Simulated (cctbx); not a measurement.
# Which space group?

Cell: a = 4.3150 Å, b = 10.3290 Å, c = 12.1060 Å, α = 90.00°, β = 103.99°, γ = 90.00°. Expected content of the cell: Te4 As8 S8.

Simulated single-crystal data (cctbx): Mo Kα, λ = 0.71073 Å, to d = 0.77 Å, 80 % of the full sphere, strongest reflection 20000 counts, noise from counting, a 4 % proportional error and a noise floor of 15 counts (s.d.); no absorption, some extinction.

Tests on the unmerged data give:

```text
3823 reflections to d = 0.770 A
centring   violations  <I/sigma> of those
    A       1466 of  1898     12.8
    B       1498 of  1905     13.3
    C       1510 of  1927     13.0
    I       1489 of  1916     12.6
    R       2005 of  2553     13.1
    F       2237 of  2865     13.0
Laue class    unique    Rint  (classes that these axes allow; Friedel mates merged)
P -1             2317   0.031
P 1 2/m 1        1271   0.035
space group    extra absences  I>4sigma  <I/sigma>
P 1 2 1                 0          0         -  acentric
P 1 21 1               10          0      -0.5  acentric
P 1 m 1                 0          0         -  acentric
P 1 c 1               109          0      -0.0  acentric
P 1 2/m 1               0          0         -  centric
P 1 21/m 1             10          0      -0.5  centric
P 1 2/c 1             109          0      -0.0  centric
P 1 21/c 1            119          0      -0.1  centric
Wilson B = 0.45 A^2   <|E^2-1|> = 0.901 (0.968 centric, 0.736 acentric)   E^2>4: 3.1 %
shell (A)         n   <I/sigma>
11.75 - 1.54    166     24.7
 1.54 - 1.22    161     19.7
 1.22 - 1.07    151     22.6
 1.07 - 0.97    165     19.8
 0.97 - 0.90    158     19.2
 0.90 - 0.85    145     18.0
 0.85 - 0.81    164     18.9
 0.81 - 0.77    161     17.9
```

Q: Read the symmetry from these tables.

Every centring test has many violations, so the lattice is primitive.

Rint stays low (0.031 to 0.035) up to P 1 2/m 1, the highest class in these axes.

8 settings pass the absence test. The most absences obeyed, 119, belong to P 1 21/c 1 alone.

⟨|E²−1|⟩ = 0.901 leans to a centrosymmetric structure. The Wilson B of 0.45 Å² means U ≈ 0.0057 Å².

The true group is P2_1/c (no. 14), Laue class 2/m, centrosymmetric. The tables fix it.

This is a model crystal, built by substitution and not relaxed, with assumed displacement parameters.

[Logs are printed without paths, hosts, clocks, repeated set-up lines and the standing remarks that a program may print on its own settings, such as how far it seeks lower states.]
